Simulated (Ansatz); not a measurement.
## F_O in SiO2 (P3_221): convergence with the plane-wave cutoff

Question: how much does the plane-wave cutoff change the (+1/0) level of F_O in SiO2 (P3_221), and what does each choice cost? Model: a cell of 72 host atoms with 1 O taken out and 1 F put in.

Calculated with Ansatz 0.2.0; plane-wave PAW DFT; relaxations with PBE, then single points with PBE, on supercells at fixed charge in a uniform background.

### Step 1. Starting point

The cell holds 72 atoms: 24 Si, 47 O and 1 F. Its edges and angles: a = 10.042 Å, b = 10.042 Å, c = 11.019 Å, α = 90.0°, β = 90.0°, γ = 120.0°. It derives from SiO2 (space group P3_221). Nearest the centre at fractional (0.293, 0.421, 0.436): F5 at 0.00 Å, Si11 at 1.63 Å, Si21 at 1.63 Å, O17 at 2.63 Å, O27 at 2.65 Å, O25 at 2.65 Å, O7 at 2.65 Å, O4 at 2.68 Å. The cell carries charge +1.

Structure file:

```xyz
72
Lattice="10.0416 0.0000 0.0000 -5.0208 8.6963 0.0000 0.0000 0.0000 11.0185" Properties=species:S:1:pos:R:3 pbc="T T T"
Si   -1.1961    2.0718    1.8364
Si    1.3143    2.2764    0.0000
Si    2.3923    0.0000    3.6728
O    -1.0719    3.2356    2.9687
F     0.8277    3.6586    4.8051
O     0.2442    1.8021    1.1323
O     1.4385    1.1125    4.3770
O     2.7546    2.5461    0.7042
O     3.3381    0.6895    2.5406
Si   -1.1961    2.0718    7.3457
Si    1.3143    2.2764    5.5093
Si    2.3923    0.0000    9.1821
O    -1.0719    3.2356    8.4779
O     0.8277    3.6586   10.3144
O     0.2442    1.8021    6.6415
O     1.4385    1.1125    9.8863
O     2.7546    2.5461    6.2134
O     3.3381    0.6895    8.0499
Si   -3.7066    6.4199    1.8364
Si   -1.1961    6.6245    0.0000
Si   -0.1181    4.3482    3.6728
O    -3.5823    7.5838    2.9687
O    -1.6827    8.0068    4.8051
O    -2.2662    6.1502    1.1323
O    -1.0719    5.4607    4.3770
O     0.2442    6.8943    0.7042
O     0.8277    5.0377    2.5406
Si   -3.7066    6.4199    7.3457
Si   -1.1961    6.6245    5.5093
Si   -0.1181    4.3482    9.1821
O    -3.5823    7.5838    8.4779
O    -1.6827    8.0068   10.3144
O    -2.2662    6.1502    6.6415
O    -1.0719    5.4607    9.8863
O     0.2442    6.8943    6.2134
O     0.8277    5.0377    8.0499
Si    3.8247    2.0718    1.8364
Si    6.3351    2.2764    0.0000
Si    7.4131    0.0000    3.6728
O     3.9489    3.2356    2.9687
O     5.8485    3.6586    4.8051
O     5.2650    1.8021    1.1323
O     6.4593    1.1125    4.3770
O     7.7754    2.5461    0.7042
O     8.3589    0.6895    2.5406
Si    3.8247    2.0718    7.3457
Si    6.3351    2.2764    5.5093
Si    7.4131    0.0000    9.1821
O     3.9489    3.2356    8.4779
O     5.8485    3.6586   10.3144
O     5.2650    1.8021    6.6415
O     6.4593    1.1125    9.8863
O     7.7754    2.5461    6.2134
O     8.3589    0.6895    8.0499
Si    1.3143    6.4199    1.8364
Si    3.8247    6.6245    0.0000
Si    4.9027    4.3482    3.6728
O     1.4385    7.5838    2.9687
O     3.3381    8.0068    4.8051
O     2.7546    6.1502    1.1323
O     3.9489    5.4607    4.3770
O     5.2650    6.8943    0.7042
O     5.8485    5.0377    2.5406
Si    1.3143    6.4199    7.3457
Si    3.8247    6.6245    5.5093
Si    4.9027    4.3482    9.1821
O     1.4385    7.5838    8.4779
O     3.3381    8.0068   10.3144
O     2.7546    6.1502    6.6415
O     3.9489    5.4607    9.8863
O     5.2650    6.8943    6.2134
O     5.8485    5.0377    8.0499
```

Screening for the image-charge correction: ε∞ = (2.49, 2.49, 2.52), ε0 = (4.63, 4.63, 4.85), from a response run on this crystal (DFPT, PBEsol) at that run's own cell.

The cell's shortest repeat is 10.0 Å.

### Step 2. Relaxing both charge states, PBE

The study needs fixed structures, so each charge is relaxed once, at the zone centre alone, from small random displacements that break the symmetry of the site.

File qp1.relax/input.yaml:

```yaml
crystal:
  lattice:
    - [5.02081909, 0.0, 0.0]
    - [-2.51040954, 4.34815688, 0.0]
    - [0.0, 0.0, 5.50927426]
  atoms:
    - { symbol: Si, position: [0.0, 0.476475, 0.333333] }
    - { symbol: Si, position: [0.523525, 0.523525, 0.0] }
    - { symbol: Si, position: [0.476475, 0.0, 0.666667] }
    - { symbol: O, position: [0.15858, 0.744137, 0.53885] }
    - { symbol: O, position: [0.585557, 0.84142, 0.872184] }
    - { symbol: O, position: [0.255863, 0.414443, 0.205517] }
    - { symbol: O, position: [0.414443, 0.255863, 0.794483] }
    - { symbol: O, position: [0.84142, 0.585557, 0.127816] }
    - { symbol: O, position: [0.744137, 0.15858, 0.46115] }
  supercell: [2, 2, 2]
  defects: [{ substitution: { at: 4, symbol: F } }]
total_charge: 1
basis:
  ecutwfc: 420
  xc_grid: 2
hamiltonian:
  xc: pbe
  pseudopotentials: { kind: paw, azcp: { folder: soft_1 } }
kpoints:
  mp_grid: { grid: [1, 1, 1] }
scf:
  occupations: { method: fixed }
  max_iter: 60
output:
  forces: true
  charged_corrections:
    epsilon: [2.49, 2.49, 2.52]
    static_epsilon: [4.63, 4.63, 4.85]
    defect_position: [0.292779, 0.42071, 0.436091]
relax:
  f_tol: 0.02
  max_steps: 60
  random_displacement: { amplitude: 0.05, seed: 7276 }
checkpoint:
  write: "../qp1.relax.run"
  compress: false
  write_wavefunctions: true
  write_every: 100000
```

The run is started by

```console
ansatz run input.yaml --threads 8 --pin off --max-ram 17899MiB --backend cpu --events-out ev --progress --plain --runs-dir out
```

Numbers of over 12 decimals in the logs are rounded to 6 here.

Output:

```text
[... repeated set-up lines and file paths are left out, and long positions are rounded to six places ...]
Engine: ansatz 0.2.0, aarch64-unknown-linux-gnu
Pseudopotentials: kind: paw
Pseudopotential: Si, paw, valence charge 4, recommended cutoff 420 eV (normal), soft_1/Si.paw.azcp
Pseudopotential: O, paw, valence charge 6, recommended cutoff 420 eV (normal), soft_1/O.paw.azcp
Pseudopotential: F, paw, valence charge 7, recommended cutoff 420 eV (normal), soft_1/F.paw.azcp
Functional definition: PBE
  parameter kappa = 0.804
  parameter beta = 0.066725
  exchange = pbe_x(kappa = kappa, mu = beta*pi^2/3)
  correlation = pbe_c(beta = beta)
Crystal: 72 atoms, lattice volume = 962.197 Å³
Basis set: ecut = 420 eV, 18793 PW (Γ), exchange–correlation on 144×144×150 points (8 copies of the dense FFT grid, shifted against one another)
Bands: 264, of which v1, the nominal top of the filled ones, is band 192 counted from 1 (191 counted from 0)
Symmetry: 1 space group operations
k-points: 1
Non-local potential: Si, projectors of the file, l = 0: 2, l = 1: 2, l = 2: 1
Non-local potential: O, projectors of the file, l = 0: 2, l = 1: 2, l = 2: 1
Non-local potential: F, projectors of the file, l = 0: 2, l = 1: 2, l = 2: 1
PAW form: soft (Blöchl's): semilocal exchange-correlation on the pseudo side does not see the compensation charge
PAW one-centre angular grid: Si, 110 points (default); XC on 64 Gauss nodes
PAW one-centre angular grid: O, 110 points (default); XC on 64 Gauss nodes
PAW one-centre angular grid: F, 110 points (default); XC on 64 Gauss nodes
Initial density: superposition of atomic densities (chi_scale 0.1, normalization cell, long waves kept (reshape's long-wave potential 0.32 eV rms))
Initial wavefunctions: pseudopotential atomic-orbital guess
Functional: x = pbe(κ = 0.804, μ = 0.219515), c = pbe(β = 0.066725)
SCF iter   1: F=—  HF=-42869.149599 eV  |F-HF|=—  |Δ(HF+E_count)|=         —  Δρ=1.38e-1  dr2=1.74e2  ethr=3.10e-3  ⟨swp⟩=6.0  Hψ=1153  notcnv=0  defer=69
preconditioner: auto → Resta (q_TF=auto, 2.341 Å⁻¹)  ε∞=2.7  [insulator: Δε(μ)=5.254 eV  Ē_g=17.959 eV  n_scr=212 (ndim 8)  ℏωp=23.5 eV  f_vac=0.014  ε∞_Penn≈2.7]
SCF iter   2: F=—  HF=-42820.108511 eV  |F-HF|=—  |Δ(HF+E_count)|=    4.90e1  Δρ=4.66e-2  dr2=1.07e1  ethr=3.10e-3  ⟨swp⟩=4.0  Hψ=623  notcnv=0  defer=70
SCF iter   3: F=—  HF=-42818.605437 eV  |F-HF|=—  |Δ(HF+E_count)|=    1.50e0  Δρ=2.23e-2  dr2=3.40e0  ethr=2.78e-3  ⟨swp⟩=3.0  Hψ=474  notcnv=0  defer=70
SCF iter   4: F=—  HF=-42818.337337 eV  |F-HF|=—  |Δ(HF+E_count)|=   2.68e-1  Δρ=6.22e-3  dr2=2.31e-1  ethr=8.86e-4  ⟨swp⟩=4.0  Hψ=354  notcnv=0  defer=70
SCF iter   5: F=—  HF=-42818.302302 eV  |F-HF|=—  |Δ(HF+E_count)|=   3.50e-2  Δρ=1.59e-3  dr2=1.98e-2  ethr=6.02e-5  ⟨swp⟩=4.0  Hψ=470  notcnv=0  defer=70
SCF iter   6: F=—  HF=-42818.319783 eV  |F-HF|=—  |Δ(HF+E_count)|=   1.75e-2  Δρ=6.04e-4  dr2=2.66e-3  ethr=5.15e-6  ⟨swp⟩=4.0  Hψ=393  notcnv=0  defer=70
SCF iter   7: F=—  HF=-42818.319718 eV  |F-HF|=—  |Δ(HF+E_count)|=   6.47e-5  Δρ=1.91e-4  dr2=3.21e-4  ethr=6.93e-7  ⟨swp⟩=2.0  Hψ=458  notcnv=0  defer=70
SCF iter   8: F=—  HF=-42818.319917 eV  |F-HF|=—  |Δ(HF+E_count)|=   1.99e-4  Δρ=4.14e-5  dr2=1.75e-5  ethr=8.36e-8  ⟨swp⟩=2.0  Hψ=390  notcnv=0  defer=70
SCF iter   9: F=-42818.319955 eV  HF=-42818.319957 eV  |F-HF|=1.91e-6  |Δ(HF+E_count)|=   3.99e-5  Δρ=2.93e-5  dr2=5.94e-6  ethr=2.60e-9  ⟨swp⟩=5.0  Hψ=944  notcnv=0
SCF 1 converged in 9 iterations: F = -42818.319955 eV  dr2 = 5.94e-6
[...]
relax step   1: F+E_penalty+E_count = -42818.31995502 eV  Δ(F+E_penalty+E_count) = +0.000e0 eV  max|allowed force component| = 5.810e0 eV/Å  Δτ_max = 0.0000 Å  (9 SCF iters, dr2 threshold 1.00e-5 eV, accepted)
[...]
relax step   2: F+E_penalty+E_count = -42820.54624120 eV  Δ(F+E_penalty+E_count) = -2.226e0 eV  max|allowed force component| = 3.972e0 eV/Å  Δτ_max = 0.0546 Å  (5 SCF iters, dr2 threshold 1.00e-4 eV, accepted)
[...]
relax step   4: F+E_penalty+E_count = -42822.42266344 eV  Δ(F+E_penalty+E_count) = -3.577e-2 eV  max|allowed force component| = 1.357e-1 eV/Å  Δτ_max = 0.0487 Å  (6 SCF iters, dr2 threshold 8.11e-6 eV, accepted)
[...]
relax step   6: F+E_penalty+E_count = -42822.42768040 eV  Δ(F+E_penalty+E_count) = -1.861e-4 eV  max|allowed force component| = 8.418e-3 eV/Å  Δτ_max = 0.0050 Å  (6 SCF iters, accepted)
NSCF: frozen V_eff on 1 k-points
[...]
SCF converged after 6 iterations
Free energy (F): -42822.427680 eV
Harris-Foulkes:  -42822.427680 eV  (|F-HF|=7.95e-9)
Internal energy: -42822.427680 eV  (E = F + TS)
E sigma→0 (E₀):  -42822.427680 eV
Fermi energy:    2.015711 eV
--- Per-component energies (eV) ---
  E_band       = -1876.336084
  E_kinetic    = 9318.856557
  E_local      = -24497.419318  (includes V_loc(G=0)·N_el)
  E_nonlocal   = 3064.673833
  E_hartree    = 9005.514278
  E_xc         = -4810.745972
  E_vxc        = -5558.218175  (∫ρ·V_xc dr)
  E_paw        = -20183.486503  (= ΣΔE_a)
  E_vpaw       = -2215.290499  (= ΣTr[D̂ρ^β])
  E_aug_tail   = 0.039968  (compensation charges beyond the density's cutoff)
  E_ewald      = -14719.860524
  E_smearing   = -0.000000  (= −TS)
  E_closure    = -0.000000  (closes the sum)
  E_deformation_potential = 11.183847  (in the stress; not in F)
  Σ components = -42822.427680   (vs F -42822.427680, Δ=0.00e0)
--- Forces (eV/Å), atoms counted from 1 ---
  atom   1  Si     0.00054434    -0.00076421    -0.00472803
  atom   2  Si     0.00056705     0.00010204    -0.00271821
  [... 1 atom left out ...]
  atom   4  O     -0.00102863    -0.00232820     0.00142562
  atom   5  F      0.00439886    -0.00542445     0.00182163
  [... 1 atom left out ...]
  atom   7  O     -0.00145533     0.00257346     0.00151190
  [... 3 atoms left out ...]
  atom  11  Si     0.00198246    -0.00133700    -0.00030837
  [... 3 atoms left out ...]
  atom  15  O      0.00056823     0.00101764    -0.00313943
  [... 1 atom left out ...]
  atom  17  O     -0.00204517     0.00104189    -0.00214341
  [... 3 atoms left out ...]
  atom  21  Si    -0.00110560     0.00379944    -0.00108068
  [... 3 atoms left out ...]
  atom  25  O     -0.00079291     0.00153929     0.00039981
  [... 1 atom left out ...]
  atom  27  O      0.00120740     0.00018269     0.00040572
  [... 8 atoms left out ...]
  atom  36  O      0.00048786     0.00105174    -0.00153153
  [... 36 atoms left out ...]
  max |Σ_I F_I| component: 3.79e-5 eV/Å
--- Charged-cell corrections in eV (Makov–Payne, q = +1.000 e, ε = [4.630, 4.630, 4.850]) ---
  F (periodic)     = -42822.427680  (uncorrected; the corrections below are reported, never added to it)
  E_corr1          = +0.440601  (monopole, q²α_M/2ε̄L, of the cell on which ε is isotropic)
  F Makov-Payne    = -42821.987079  (F + E_corr1; no measured alignment; for a localised charge, not one spread in a band: unchecked)
  no potential alignment in this run, which stands beside a crystal: run the host's input off ansatz write-host-input, and read the two finished runs by ansatz place-levels (neither reads a slab, a wire or a sheet, whose cell leaves a vacuum)
--- Band table (eV) ---
  k-point 0: bands = ["-23.0640", "-17.2820", "-17.1526", "-16.8883", [... 256 left out ...] "13.4950", "13.5340", "13.5959", "13.5977"]
--- Relaxed structure (6 steps of the walk, 6 accepted, 0 SCFs on fresh bases) ---
  F+E_penalty+E_count = -42822.42768040 eV   max|allowed force component| = 8.418e-3 eV/Å
  atoms:
    - { symbol: Si, position: [-0.001295, 0.233061, 0.165398] }
    - { symbol: Si, position: [0.263138, 0.262898, -0.000764] }
    [... 1 atom left out ...]
    - { symbol: O, position: [0.079474, 0.364542, 0.273702] }
    - { symbol: F, position: [0.298041, 0.415848, 0.430054] }
    [... 1 atom left out ...]
    - { symbol: O, position: [0.208888, 0.125853, 0.396554] }
    [... 3 atoms left out ...]
    - { symbol: Si, position: [0.258283, 0.244907, 0.506179] }
    [... 3 atoms left out ...]
    - { symbol: O, position: [0.123873, 0.214288, 0.597334] }
    [... 1 atom left out ...]
    - { symbol: O, position: [0.420148, 0.295049, 0.567896] }
    [... 3 atoms left out ...]
    - { symbol: Si, position: [0.233792, 0.506681, 0.323256] }
    [... 3 atoms left out ...]
    - { symbol: O, position: [0.207519, 0.619570, 0.407599] }
    [... 1 atom left out ...]
    - { symbol: O, position: [0.374431, 0.580637, 0.230779] }
    [... 8 atoms left out ...]
    - { symbol: O, position: [0.371574, 0.579372, 0.729987] }
    [... 36 atoms left out ...]
```

Elapsed: 15 s, on 8 threads of Arm Neoverse V2, shared host; peak memory 1.1 GiB; 1.8 min of CPU time.

The steps of the relaxation:

```
step  energy less that of the first step (eV)  largest force component (eV/Å)
   1                                   0.0000                          5.8097
   2                                  -2.2263                          3.9717
   3                                  -4.0669                          0.3601
   4                                  -4.1027                          0.1357
   5                                  -4.1075                          0.0261
   6                                  -4.1077                          0.0084
```

The atoms that moved most (Å, from the sites as typed, ahead of the random displacement, the mean shift of all atoms taken out):

```
atom      dx      dy      dz  length
Si11   0.049  -0.147   0.063   0.167
Si21  -0.079   0.057  -0.117   0.152
 O25   0.044  -0.073   0.109   0.138
 O15  -0.077   0.061  -0.065   0.118
  F5   0.076  -0.043  -0.072   0.113
  O4   0.039  -0.066   0.042   0.087
Si10  -0.064   0.029   0.015   0.072
 O53  -0.051   0.041   0.019   0.068
```

Neighbours of F5 at the end:

```
atom  distance (Å)
Si11         1.768
Si21         1.795
 O17         2.602
  O7         2.610
 O27         2.623
  O4         2.631
 O25         2.633
 O15         2.648
```

```
charge  moment set (μB)  steps  largest displacement (Å)  time
     0                1     15                      0.81  67 s
    +1                0      6                      0.17  15 s
```

The relaxation ends 57 meV an atom lower than the displaced start, with a largest force component of 0.0084 eV/Å.

(Part 1 of 2 ends here.)

[Logs are printed without paths, hosts, clocks, repeated set-up lines and the standing remarks that a program may print on its own settings, such as how far it seeks lower states.]

[Hosts, paths, dates, database ids (printed as entryN), source tags and the programs' standing remarks are cut or masked in the printed files.]

[Where a table of states has a column of steps, it counts the stored structures, which are thinned; the runs took as many ionic steps or more.]

[For some hosts the program warned that the k-mesh of the response run may be too coarse for force constants and the static dielectric constant; such warnings are not shown here.]
